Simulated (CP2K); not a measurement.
Consider 1,1,1-trifluoroethane at its PBE geometry (Å).

```xyz
8

C     0.7961   -0.1464    0.0151
C    -0.6833    0.1225   -0.0188
F    -1.3440   -0.6561   -0.9346
F    -0.9613    1.4240   -0.3385
F    -1.2672   -0.1164    1.1959
H     0.9699   -1.1927    0.2883
H     1.2589    0.5084    0.7620
H     1.2308    0.0567   -0.9694
```

Method: CP2K XAS_TDP, all-electron GAPW, PBEh(45%), aug-cc-pVDZ, TDA, GW2X-corrected core level, no relativity.

**Question.** Predict the bright core excitations at the C K edge.

Leading lines: C1 291.88 eV and C2 297.11 eV. The leading line of an atom is its first one with 35 % of the strongest within 2.5 eV of its lowest line over the strength cut. Core ionisation energies at this level: C1 293.56 and C2 300.22 eV.

The first six lines of each atom with a strength over 0.0015:

| atom | energy (eV) | states | strength, one atom | above the computed threshold |
| --- | --- | --- | --- | --- |
| C1 (bonded to C and 3 H) | 291.20 | 1 | 0.0069 |  |
|  | 291.88 | 2 | 0.0505 |  |
|  | 292.63 | 1 | 0.0042 |  |
|  | 293.59 | 1 | 0.0133 | yes |
|  | 294.75 | 2 | 0.0218 | yes |
|  | 295.20 | 1 | 0.0177 | yes |
| C2 (bonded to C and 3 F) | 297.11 | 1 | 0.0867 |  |
|  | 297.13 | 1 | 0.0866 |  |
|  | 298.42 | 1 | 0.0114 |  |
|  | 299.04 | 1 | 0.0371 |  |
|  | 300.34 | 1 | 0.0188 | yes |
|  | 301.09 | 2 | 0.0098 | yes |

Lines are vertical, at one geometry, with no vibrational structure. GW2X ionisation energies and lines can be off by 1 to 2 eV either way, and a good line position may hide errors that cancel. These values hold no scalar relativity, about 0.1 eV for C 1s. Rydberg lines, and the discretised continuum above threshold, depend on the basis and the box.

[Banner, clock and machine lines of the logs are left out without a mark of their own.]

[Logs are printed without paths, hosts, clocks, repeated set-up lines and the standing remarks that a program may print on its own settings, such as how far it seeks lower states.]

[Hosts, paths, dates, database ids (printed as entryN), source tags and the programs' standing remarks are cut or masked in the printed files.]
